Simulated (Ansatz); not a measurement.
# CaAlZn in the AlB2 type: lattice stability ahead of a resistivity run

The plan: relax CaAlZn in the AlB2 type, check its phonons, and, if the lattice is stable, compute its Eliashberg function and ρ(T).

Calculated with Ansatz 0.2.0; DFT PBE, scalar-relativistic, plane waves, PAW.

This is a report of a sequence of runs, with most program output left out.

The structure was built from a prototype and need not be the compound's stable phase.

## Step 1: The starting structure

The structure is hexagonal, space group P-6m2 (No. 187). Conventional cell: a = 4.356 Å, b = 4.356 Å, c = 4.574 Å, α = 90.00°, β = 90.00°, γ = 120.00°. Nearest to Ca lie 6 Zn at 3.40 Å and 6 Al at 3.40 Å. Nearest to Al lie 3 Zn at 2.52 Å and 6 Ca at 3.40 Å. Nearest to Zn lie 3 Al at 2.52 Å and 6 Ca at 3.40 Å. Farther neighbours are not listed.

## Step 2: Relaxing cell and atoms

The structure is brought to rest under this functional.

File input.yaml:

```yaml
crystal:
  lattice:
    - [4.35618, 0.0, 0.0]
    - [-2.17809, 3.77256, 0.0]
    - [0.0, 0.0, 4.57399]
  atoms:
    - { symbol: Ca, position: [0.0, 0.0, 0.0] }
    - { symbol: Al, position: [0.33333333, 0.66666667, 0.5] }
    - { symbol: Zn, position: [0.66666667, 0.33333333, 0.5] }
kpoints:
  mp_grid: { grid: [9, 9, 6] }
hamiltonian:
  xc: pbe
scf:
  occupations: { method: gaussian, width: 0.1 }
output:
  forces: true
  stress: true
  eigenvalues: true
relax:
  adjacent_minimum: "off"
  f_tol: 0.005
  max_steps: 80
  cell: { stress_tol: 0.05 }
```

The run is started by

```bash
ansatz run input.yaml --threads 4 --pin off --max-ram 10240MiB --backend cpu --events-out ev --progress --plain --runs-dir out
```

Wall time 21 s (4 threads of Arm Neoverse V2, shared host); peak memory 0.45 GiB.

Step by step:

| step | energy less that of the first step (eV) | largest force component (eV/Å) | pressure (GPa) | volume (Å³) |
| --- | --- | --- | --- | --- |
| 1 | 0.0000 | 0.0000 | -1.34 | 75.17 |
| 2 | -0.0846 | 0.0000 | -0.45 | 72.25 |
| 3 | -0.1539 | 0.0000 | -0.63 | 70.90 |
| 4 | -0.2057 | 0.0000 | 0.26 | 68.08 |
| 5 | -0.2704 | 0.0000 | -0.35 | 67.03 |
| 6 | -0.2725 | 0.0000 | 0.46 | 64.50 |
| 7 | -0.2844 | 0.0000 | -0.03 | 65.59 |
| 8 | -0.2853 | 0.0000 | 0.14 | 65.57 |
| 9 | -0.2853 | 0.0000 | 0.01 | 65.73 |
| 10* | -0.2856 | 0.0000 | 0.02 | 65.73 |

Relaxation steps marked * repeat the geometry before them on a plane-wave basis chosen anew for their cell, so energy and pressure can jump there.

The run keeps the 12 symmetry operations that it works with, so distortions that break them were not tested.

| cell as run | before | after | change |
| --- | --- | --- | --- |
| a (Å) | 4.356 | 4.613 | +5.9 % |
| b (Å) | 4.356 | 4.613 | +5.9 % |
| c (Å) | 4.574 | 3.566 | -22.0 % |
| volume (Å³/atom) | 25.06 | 21.91 | -12.6 % |

The relaxed structure:

```xyz
3
Lattice="4.6134 0.0000 0.0000 -2.3067 3.9954 0.0000 0.0000 0.0000 3.5660" Properties=species:S:1:pos:R:3 pbc="T T T"
Ca    0.0000    0.0000    0.0000
Al    0.0000    2.6636    1.7830
Zn    2.3067    1.3318    1.7830
```

This step gave:

```yaml
pressure: 0.01641 GPa
volume_per_atom: 21.91 Å³/atom
metallic_on_mesh: yes
gap_on_the_k_mesh: 0 eV
```

The largest force is now zero by symmetry and the largest stress component 0.033 GPa.

## Step 3: Relaxing cell and atoms

The cell moved far, so the relaxation is started again from the new cell to confirm it.

input.yaml, the sections that differ from step 2:

```yaml
crystal:
  lattice:
    - [4.6134365327, 0.0, 0.0]
    - [-2.3067182664, 3.9953532361, 0.0]
    - [0.0, 0.0, 3.5659551673]
  atoms:
    - { symbol: Ca, position: [0.0, 0.0, 0.0] }
    - { symbol: Al, position: [0.3333333333, 0.6666666667, 0.5] }
    - { symbol: Zn, position: [0.6666666667, 0.3333333333, 0.5] }
kpoints:
  mp_grid: { grid: [9, 9, 8] }
# hamiltonian, scf, output, relax: as in step 2
```

The job ended after 9.1 s (4 threads; peak memory 0.44 GiB).

The steps of the relaxation:

| step | energy less that of the first step (eV) | largest force component (eV/Å) | pressure (GPa) | volume (Å³) |
| --- | --- | --- | --- | --- |
| 1 | 0.0000 | 0.0000 | 0.12 | 65.73 |
| 2 | -0.0032 | 0.0000 | -0.02 | 66.20 |
| 3 | -0.0042 | 0.0000 | 0.07 | 66.34 |
| 4 | -0.0042 | 0.0000 | -0.03 | 66.52 |
| 5 | -0.0044 | 0.0000 | -0.03 | 66.52 |

The log counts 1 steps on a newly chosen plane-wave basis, not all of them marked here; energy and pressure can jump at such steps.

| conventional cell, symmetrised | before | after | change |
| --- | --- | --- | --- |
| a (Å) | 4.613 | 4.583 | -0.7 % |
| b (Å) | 4.613 | 4.583 | -0.7 % |
| c (Å) | 3.566 | 3.657 | +2.6 % |
| volume (Å³/atom) | 21.91 | 22.17 | +1.2 % |

The relaxed structure:

```xyz
3
Lattice="4.5830 0.0000 0.0000 -2.2915 3.9690 0.0000 0.0000 0.0000 3.6570" Properties=species:S:1:pos:R:3 pbc="T T T"
Ca    0.0000    0.0000    0.0000
Al    0.0000    2.6460    1.8285
Zn    2.2915    1.3230    1.8285
```

Numbers from this step:

| Property | Result |
| --- | --- |
| pressure | -0.03254 GPa |
| volume per atom | 22.17 Å³/atom |

The largest force is now zero by symmetry and the largest stress component 0.039 GPa.

## Step 4: Tight relaxation

No force is left; the cell is relaxed once more with another smearing and tight thresholds.

File input.yaml:

```yaml
crystal:
  lattice:
    - [4.5829957147, 0.0, 0.0]
    - [-2.2914978574, 3.9689907143, 0.0]
    - [0.0, 0.0, 3.6570315361]
  atoms:
    - { symbol: Ca, position: [0.0, 0.0, 0.0] }
    - { symbol: Al, position: [0.3333333333, 0.6666666667, 0.5] }
    - { symbol: Zn, position: [0.6666666667, 0.3333333333, 0.5] }
kpoints:
  mp_grid: { grid: [6, 6, 8] }
hamiltonian:
  xc: pbe
scf:
  occupations: { method: methfessel_paxton, width: 0.2 }
output:
  forces: true
  stress: true
  eigenvalues: true
relax:
  adjacent_minimum: "off"
  f_tol: 0.001
  max_steps: 60
  cell: { stress_tol: 0.01 }
```

Wall time 4.4 s (4 threads); peak memory 0.41 GiB; 16 s of CPU time.

The steps of the relaxation:

| step | energy less that of the first step (eV) | largest force component (eV/Å) | pressure (GPa) | volume (Å³) |
| --- | --- | --- | --- | --- |
| 1 | 0.0000 | 0.0000 | -0.03 | 66.52 |
| 2 | -0.0001 | 0.0000 | 0.00 | 66.44 |
| 3 | -0.0001 | 0.0000 | 0.00 | 66.42 |
| 4 | -0.0001 | 0.0000 | 0.00 | 66.42 |

The log counts 1 steps on a newly chosen plane-wave basis, not all of them marked here; energy and pressure can jump at such steps.

| conventional cell, symmetrised | before | after | change |
| --- | --- | --- | --- |
| a (Å) | 4.583 | 4.586 | +0.1 % |
| b (Å) | 4.583 | 4.586 | +0.1 % |
| c (Å) | 3.657 | 3.647 | -0.3 % |
| volume (Å³/atom) | 22.17 | 22.14 | -0.1 % |

Final coordinates:

```
Ca Al Zn
1.0
     4.58579    0.00000    0.00000
    -2.29289    3.97141    0.00000
     0.00000    0.00000    3.64719
Ca Al Zn
1 1 1
Direct
  0.00000 0.00000 0.00000
  0.33333 0.66667 0.50000
  0.66667 0.33333 0.50000
```

Numbers from this step:

* pressure: -0.003691 GPa
* volume per atom: 22.14 Å³/atom

The largest force is now zero by symmetry and the largest stress component 0.0049 GPa, small enough for phonons.

## Step 5: Phonons: q 2×2×2, k 4×4×4

Couplings are defined for a stable lattice alone, so phonons come first.

File input.yaml:

```yaml
crystal:
  lattice:
    - [4.5857881953, 0.0, 0.0]
    - [-2.2928940977, 3.9714090735, 0.0]
    - [0.0, 0.0, 3.6471907156]
  atoms:
    - { symbol: Ca, position: [0.0, 0.0, 0.0] }
    - { symbol: Al, position: [0.3333333333, 0.6666666667, 0.5] }
    - { symbol: Zn, position: [0.6666666667, 0.3333333333, 0.5] }
kpoints:
  mp_grid: { grid: [4, 4, 4] }
hamiltonian:
  xc: pbe
scf:
  occupations: { method: methfessel_paxton, width: 0.2 }
output:
  eigenvalues: true
phonons:
  method: dfpt
  qmesh: [2, 2, 2]
  temperatures: { t_max: 1000, t_step: 50 }
  qpath:
    path:
      - [[0.0, 0.0, 0.0], [0.5, 0.0, 0.0], [0.33333333, 0.33333333, 0.0], [0.0, 0.0, 0.0], [0.0, 0.0, 0.5], [0.5, 0.0, 0.5], [0.33333333, 0.33333333, 0.5], [0.0, 0.0, 0.5]]
      - [[0.5, 0.0, 0.5], [0.5, 0.0, 0.0]]
      - [[0.33333333, 0.33333333, 0.5], [0.33333333, 0.33333333, 0.0]]
    npoints: 10
```

It took 19 s on 4 threads; peak memory 0.49 GiB.

Numbers from this step:

```
share of imaginary modes in the plain interpolation between solved wavevectors : 0.042
highest frequency, solved or plainly interpolated                              : 278.7 cm⁻¹
```

Solved on the 2×2×2 mesh alone; all other wavevectors are interpolated. The phonon branches at the labelled points (cm⁻¹):

| point | branch 1 | branch 2 | branch 3 | branch 4 | branch 5 | branch 6 | branch 7 | branch 8 | branch 9 |
| --- | --- | --- | --- | --- | --- | --- | --- | --- | --- |
| Γ | 0 | 0 | 0 | 133 | 178 | 178 | 205 | 279 | 279 |
| halfway | 59 | 64 | 95 | 128 | 161 | 165 | 186 | 266 | 277 |
| M | 86 | 113 | 128 | 136 | 139 | 154 | 157 | 243 | 276 |
| halfway | 86 | 114 | 121 | 136 | 137 | 154 | 166 | 246 | 270 |
| K | 86 | 120 | 122 | 123 | 144 | 145 | 178 | 249 | 261 |
| halfway | 66 | 70 | 109 | 127 | 154 | 163 | 181 | 264 | 274 |
| Γ | 0 | 0 | 0 | 133 | 178 | 178 | 205 | 279 | 279 |
| halfway | 64 | 64 | 68 | 129 | 174 | 174 | 203 | 273 | 273 |
| A | 78 | 95 | 95 | 105 | 170 | 170 | 219 | 268 | 268 |
| halfway | -48 | 67 | 106 | 117 | 162 | 177 | 201 | 262 | 265 |
| L | -115 | 46 | 116 | 144 | 155 | 175 | 179 | 255 | 263 |
| halfway | -119 | 36 | 120 | 144 | 158 | 172 | 177 | 251 | 266 |
| H | -124 | 23 | 125 | 145 | 161 | 168 | 174 | 248 | 267 |
| halfway | -71 | 60 | 109 | 122 | 162 | 177 | 196 | 258 | 266 |
| A | 78 | 95 | 95 | 105 | 170 | 170 | 219 | 268 | 268 |
| jump to L | -115 | 46 | 116 | 144 | 155 | 175 | 179 | 255 | 263 |
| halfway | 22 | 79 | 114 | 141 | 141 | 163 | 173 | 249 | 270 |
| M | 86 | 113 | 128 | 136 | 139 | 154 | 157 | 243 | 276 |
| jump to H | -124 | 23 | 125 | 145 | 161 | 168 | 174 | 248 | 267 |
| halfway | 20 | 60 | 124 | 136 | 143 | 157 | 180 | 255 | 258 |
| K | 86 | 120 | 122 | 123 | 144 | 145 | 178 | 249 | 261 |

Lowest modes at the softest wavevector of the mesh. Modes at q = (0.000, 0.500, 0.500), with each element's share of the kinetic energy (negative means imaginary):

| mode | frequency (cm⁻¹) | Ca % | Al % | Zn % |
| --- | --- | --- | --- | --- |
| 1 | -114.7 | 15 | 82 | 3 |
| 2 | 46.3 | 1 | 5 | 93 |
| 3 | 115.5 | 0 | 12 | 88 |
| 4 | 143.9 | 9 | 0 | 91 |
| 5 | 154.9 | 100 | 0 | 0 |
| 6 | 175.3 | 77 | 15 | 8 |

Displacements in mode 1 (-114.7 cm⁻¹), the largest set to 1, in the home cell:
```
Ca1  0.00 -0.35  0.00
Al2  0.00  0.00 -1.00
Zn3  0.00  0.00 -0.12
```

Displacements in mode 2 (46.3 cm⁻¹), the largest set to 1, in the home cell:
```
Ca1  0.00 -0.16  0.00
Al2  0.00  0.00  0.36
Zn3  0.00  0.00 -1.00
```

Among the solved wavevectors the lowest mode, translations apart, is -115 cm⁻¹, imaginary.

## Step 6: Phonons: q 3×3×2, k 6×6×6

An imaginary mode on so few k-points may come from the sampling, so the phonons are repeated with another q and k mesh.

input.yaml, as its differences from that of step 5:

```diff
@@ -10,3 +10,3 @@
 kpoints:
-  mp_grid: { grid: [4, 4, 4] }
+  mp_grid: { grid: [6, 6, 6] }
 hamiltonian:
@@ -19,3 +19,3 @@
   method: dfpt
-  qmesh: [2, 2, 2]
+  qmesh: [3, 3, 2]
   temperatures: { t_max: 1000, t_step: 50 }
```

Elapsed: 71 s, on 4 threads; peak memory 0.6 GiB.

This step gave:

```yaml
share_of_imaginary_modes_in_the_plain_interpolation_between_solved_wavevectors: 0.044
highest_frequency_solved_or_plainly_interpolated: 288.9 cm⁻¹
```

Solved on the 3×3×2 mesh alone; all other wavevectors are interpolated. The phonon branches at the labelled points (cm⁻¹):

| point | branch 1 | branch 2 | branch 3 | branch 4 | branch 5 | branch 6 | branch 7 | branch 8 | branch 9 |
| --- | --- | --- | --- | --- | --- | --- | --- | --- | --- |
| Γ | 0 | 0 | 0 | 132 | 170 | 170 | 207 | 262 | 262 |
| halfway | 67 | 70 | 113 | 132 | 159 | 159 | 195 | 267 | 272 |
| M | 94 | 113 | 134 | 138 | 142 | 172 | 177 | 262 | 278 |
| halfway | 94 | 116 | 128 | 137 | 144 | 167 | 183 | 263 | 274 |
| K | 95 | 120 | 126 | 131 | 149 | 159 | 190 | 266 | 269 |
| halfway | 74 | 78 | 126 | 133 | 154 | 159 | 191 | 268 | 272 |
| Γ | 0 | 0 | 0 | 132 | 170 | 170 | 207 | 262 | 262 |
| halfway | 36 | 67 | 67 | 116 | 169 | 169 | 193 | 262 | 262 |
| A | -36 | 79 | 98 | 98 | 166 | 166 | 196 | 261 | 261 |
| halfway | -82 | 77 | 105 | 120 | 162 | 175 | 194 | 263 | 265 |
| L | -103 | 74 | 113 | 141 | 160 | 180 | 180 | 264 | 273 |
| halfway | -99 | 66 | 120 | 141 | 162 | 176 | 178 | 252 | 284 |
| H | -95 | 57 | 128 | 142 | 166 | 171 | 176 | 246 | 289 |
| halfway | -87 | 74 | 109 | 123 | 162 | 176 | 192 | 257 | 272 |
| A | -36 | 79 | 98 | 98 | 166 | 166 | 196 | 261 | 261 |
| jump to L | -103 | 74 | 113 | 141 | 160 | 180 | 180 | 264 | 273 |
| halfway | 49 | 100 | 113 | 141 | 147 | 169 | 184 | 266 | 272 |
| M | 94 | 113 | 134 | 138 | 142 | 172 | 177 | 262 | 278 |
| jump to H | -95 | 57 | 128 | 142 | 166 | 171 | 176 | 246 | 289 |
| halfway | 75 | 77 | 127 | 135 | 148 | 161 | 186 | 259 | 277 |
| K | 95 | 120 | 126 | 131 | 149 | 159 | 190 | 266 | 269 |

Lowest modes at the softest wavevector of the mesh. Modes at q = (-0.333, -0.333, 0.500), with each element's share of the kinetic energy (negative means imaginary):

| mode | frequency (cm⁻¹) | Ca % | Al % | Zn % |
| --- | --- | --- | --- | --- |
| 1 | -95.4 | 14 | 86 | 0 |
| 2 | 57.3 | 7 | 0 | 93 |
| 3 | 127.8 | 0 | 7 | 93 |
| 4 | 141.6 | 0 | 0 | 100 |
| 5 | 165.7 | 93 | 0 | 7 |
| 6 | 171.3 | 85 | 14 | 0 |

Displacements in mode 1 (-95.4 cm⁻¹), the largest set to 1, in the home cell (x, y, z of the real part, then of the imaginary part):
```
Ca1 0.00 0.24 0.00 0.24 0.00 0.00
Al2 0.00 0.00 1.00 0.00 0.00 0.00
Zn3 0.00 0.00 0.00 0.00 0.00 0.00
```

Displacements in mode 3 (127.8 cm⁻¹), the largest set to 1, in the home cell (x, y, z of the real part, then of the imaginary part):
```
Ca1  0.00  0.00  0.08  0.00  0.00  0.00
Al2  0.00 -0.44  0.00  0.44  0.00  0.00
Zn3  0.87  0.50  0.00  0.50 -0.87  0.00
```

The modes has structure finer than the step of the table below, so its rows give means over 10 cm⁻¹, whole bins alone (the curve runs from -111 to 307 cm⁻¹). Peaks (cm⁻¹: height): Al 178.4: 0.0144, 265.2: 0.1000; Ca 162.6: 0.0672, 265.2: 0.0101; Zn 91.6: 0.0285, 112.6: 0.0383, 136.3: 0.0515, 265.2: 0.00944.

Phonopy on the run's constants, 15x15x15 mesh, Gaussian sigma 3.0 cm⁻¹. The modes by wavenumber; means over each step; values in 1/cm⁻¹/cell:

| wavenumber (cm⁻¹) | Al | Ca | Zn |
| --- | --- | --- | --- |
| -100 | 0.00366 | 7.8e-4 | 3.0e-4 |
| -90 | 0.00555 | 0.00120 | 5.6e-4 |
| -80 | 0.00587 | 0.00126 | 7.2e-4 |
| -70 | 0.00212 | 4.1e-4 | 4.2e-4 |
| -60 | 0.00331 | 8.2e-4 | 8.8e-4 |
| -50 | 0.00477 | 0.00123 | 0.00132 |
| -40 | 0.00180 | 3.8e-4 | 6.1e-4 |
| -30 | 5.0e-4 | 8.5e-5 | 2.8e-4 |
| -20 | 2.9e-4 | 5.8e-5 | 2.0e-4 |
| -10 | 3.0e-5 | 6.4e-6 | 2.1e-5 |
| 0 | 1.8e-5 | 2.7e-5 | 4.4e-5 |
| 10 | 6.0e-4 | 3.2e-4 | 7.3e-4 |
| 20 | 0.00156 | 9.6e-4 | 0.00209 |
| 30 | 0.00222 | 0.00146 | 0.00306 |
| 40 | 0.00237 | 0.00165 | 0.00334 |
| 50 | 0.00201 | 0.00166 | 0.00369 |
| 60 | 0.00220 | 0.00216 | 0.00756 |
| 70 | 0.00353 | 0.00288 | 0.0189 |
| 80 | 0.00530 | 0.00311 | 0.0280 |
| 90 | 0.00550 | 0.00338 | 0.0280 |
| 100 | 0.00670 | 0.00361 | 0.0239 |
| 110 | 0.00838 | 0.00400 | 0.0330 |
| 120 | 0.00721 | 0.00339 | 0.0277 |
| 130 | 0.0103 | 0.0122 | 0.0349 |
| 140 | 0.00733 | 0.0201 | 0.0331 |
| 150 | 0.00303 | 0.0225 | 0.00560 |
| 160 | 0.00513 | 0.0566 | 0.00849 |
| 170 | 0.00954 | 0.0529 | 0.00672 |
| 180 | 0.0127 | 0.0494 | 0.00587 |
| 190 | 0.00705 | 0.0263 | 0.00347 |
| 200 | 0.00311 | 0.00650 | 3.3e-4 |
| 210 | 4.3e-4 | 3.3e-4 | 1.1e-6 |
| 220 | 4.0e-7 | 3.0e-7 | 0 |
| 230 | 0 | 0 | 0 |
| 240 | 3.5e-4 | 4.5e-6 | 4.0e-6 |
| 250 | 0.00806 | 3.4e-4 | 3.4e-4 |
| 260 | 0.0581 | 0.00480 | 0.00535 |
| 270 | 0.0737 | 0.00912 | 0.00769 |
| 280 | 0.0231 | 0.00349 | 0.00247 |
| 290 | 0.00237 | 4.0e-4 | 2.1e-4 |
| 300 | 1.2e-5 | 1.7e-6 | 8.5e-7 |

No LO-TO term; unit eigenvectors of the mass-weighted matrix. Modes at Γ, with each element's share of the kinetic energy:

| mode | frequency (cm⁻¹) | symmetry | Ca % | Al % | Zn % |
| --- | --- | --- | --- | --- | --- |
| 1 | 0.0 | unnamed | 30 | 20 | 49 |
| 2 | 0.0 | unnamed | 30 | 20 | 49 |
| 3 | 0.0 | unnamed | 30 | 20 | 49 |
| 4 | 132.2 | A2'' | 28 | 21 | 51 |
| 5 | 170.4 | E' | 61 | 0 | 39 |
| 6 | 170.4 | E' | 61 | 0 | 39 |
| 7 | 207.1 | A2'' | 41 | 59 | 0 |
| 8 | 262.5 | E' | 9 | 80 | 11 |
| 9 | 262.5 | E' | 9 | 80 | 11 |

Displacements in mode 4 (132.2 cm⁻¹), the largest set to 1:
```
Ca1  0.00  0.00 -0.96
Al2  0.00  0.00 -1.00
Zn3  0.00  0.00  1.00
```

Displacements in mode 7 (207.1 cm⁻¹), the largest set to 1:
```
Ca1  0.00  0.00 -0.69
Al2  0.00  0.00  1.00
Zn3  0.00  0.00  0.01
```

Among the solved wavevectors the lowest mode, translations apart, is -95.4 cm⁻¹, imaginary.

## Step 7: Phonons: Fermi–Dirac smearing of 0.3 eV

The phonons are repeated on the same meshes with a wide Fermi–Dirac smearing, to see whether the soft mode comes from sharp features of the Fermi surface.

input.yaml, as its differences from that of step 6:

```diff
@@ -14,3 +14,3 @@
 scf:
-  occupations: { method: methfessel_paxton, width: 0.2 }
+  occupations: { method: fermi_dirac, width: 0.3 }
 output:
```

It took 79 s on 4 threads; peak memory 0.62 GiB; 5.1 min of CPU time.

This step gave:

- share of imaginary modes in the plain interpolation between solved wavevectors: 0.0399
- highest frequency, solved or plainly interpolated: 284.2 cm⁻¹

Solved on the 3×3×2 mesh alone; all other wavevectors are interpolated. The phonon branches at the labelled points (cm⁻¹):

| point | branch 1 | branch 2 | branch 3 | branch 4 | branch 5 | branch 6 | branch 7 | branch 8 | branch 9 |
| --- | --- | --- | --- | --- | --- | --- | --- | --- | --- |
| Γ | 0 | 0 | 0 | 128 | 172 | 172 | 205 | 262 | 262 |
| halfway | 65 | 69 | 107 | 130 | 157 | 158 | 192 | 260 | 268 |
| M | 90 | 111 | 133 | 134 | 142 | 166 | 170 | 252 | 273 |
| halfway | 91 | 114 | 125 | 133 | 145 | 166 | 174 | 255 | 269 |
| K | 92 | 117 | 124 | 126 | 153 | 157 | 182 | 261 | 262 |
| halfway | 72 | 77 | 120 | 131 | 151 | 157 | 188 | 261 | 267 |
| Γ | 0 | 0 | 0 | 128 | 172 | 172 | 205 | 262 | 262 |
| halfway | 50 | 68 | 68 | 111 | 171 | 171 | 197 | 260 | 260 |
| A | 47 | 65 | 99 | 99 | 167 | 167 | 206 | 257 | 257 |
| halfway | -63 | 62 | 107 | 119 | 162 | 176 | 196 | 259 | 260 |
| L | -90 | 60 | 114 | 138 | 161 | 178 | 180 | 261 | 267 |
| halfway | -87 | 54 | 120 | 139 | 162 | 176 | 180 | 248 | 279 |
| H | -83 | 47 | 126 | 141 | 164 | 172 | 180 | 242 | 284 |
| halfway | -70 | 60 | 111 | 122 | 162 | 177 | 193 | 252 | 268 |
| A | 47 | 65 | 99 | 99 | 167 | 167 | 206 | 257 | 257 |
| jump to L | -90 | 60 | 114 | 138 | 161 | 178 | 180 | 261 | 267 |
| halfway | 50 | 93 | 112 | 138 | 146 | 169 | 180 | 259 | 267 |
| M | 90 | 111 | 133 | 134 | 142 | 166 | 170 | 252 | 273 |
| jump to H | -83 | 47 | 126 | 141 | 164 | 172 | 180 | 242 | 284 |
| halfway | 71 | 76 | 125 | 136 | 146 | 163 | 185 | 253 | 273 |
| K | 92 | 117 | 124 | 126 | 153 | 157 | 182 | 261 | 262 |

Lowest modes at the softest wavevector of the mesh. The modes at q = (0.333, 0.333, 0.500) (shares of kinetic energy by element, %) (negative means imaginary):

| mode | frequency (cm⁻¹) | Ca % | Al % | Zn % |
| --- | --- | --- | --- | --- |
| 1 | -83.2 | 19 | 81 | 0 |
| 2 | 46.9 | 6 | 0 | 94 |
| 3 | 125.6 | 0 | 8 | 92 |
| 4 | 140.9 | 0 | 0 | 100 |
| 5 | 164.2 | 94 | 0 | 6 |
| 6 | 172.1 | 82 | 17 | 1 |

Displacements in mode 1 (-83.2 cm⁻¹), the largest set to 1, in the home cell (x, y, z of the real part, then of the imaginary part):
```
Ca1  0.00 -0.28  0.00  0.28  0.00  0.00
Al2  0.00  0.00 -1.00  0.00  0.00  0.00
Zn3  0.00  0.00  0.00  0.00  0.00  0.00
```

Displacements in mode 6 (172.1 cm⁻¹), the largest set to 1, in the home cell (x, y, z of the real part, then of the imaginary part):
```
Ca1  0.00  0.00  1.00  0.00  0.00  0.00
Al2  0.00  0.39  0.00  0.39  0.00  0.00
Zn3  0.04  0.02  0.00 -0.02  0.04  0.00
```

Among the solved wavevectors the lowest mode, translations apart, is -83.2 cm⁻¹, imaginary.

## Step 8: Results

```json
{
 "phonon run of the rows without a label of their own": "PBE, q 3×3×2, k 6×6×6",
 "softest mode on the q mesh": "-95.4 cm⁻¹ at q = (-0.333, -0.333, 0.5)",
 "highest frequency, solved or plainly interpolated": "289 cm⁻¹"
}
```

The lattice is dynamically unstable at this level: a mode at q = (-0.333, -0.333, 0.5) is imaginary, 95.4i cm⁻¹, so no harmonic coupling constant or resistivity is defined for this structure. These meshes are coarse, and single modes of a metal can move by tens of cm⁻¹ with the k mesh. The coarser mesh found an imaginary mode at another wavevector, which this mesh lacks. The phonon runs are not spin-polarised. The structure was built by hand as an ordered model, and its stability against other phases was not tested.

[Logs are printed without paths, hosts, clocks, repeated set-up lines and the standing remarks that a program may print on its own settings, such as how far it seeks lower states.]

[Hosts, paths, dates, database ids (printed as entryN), source tags and the programs' standing remarks are cut or masked in the printed files.]
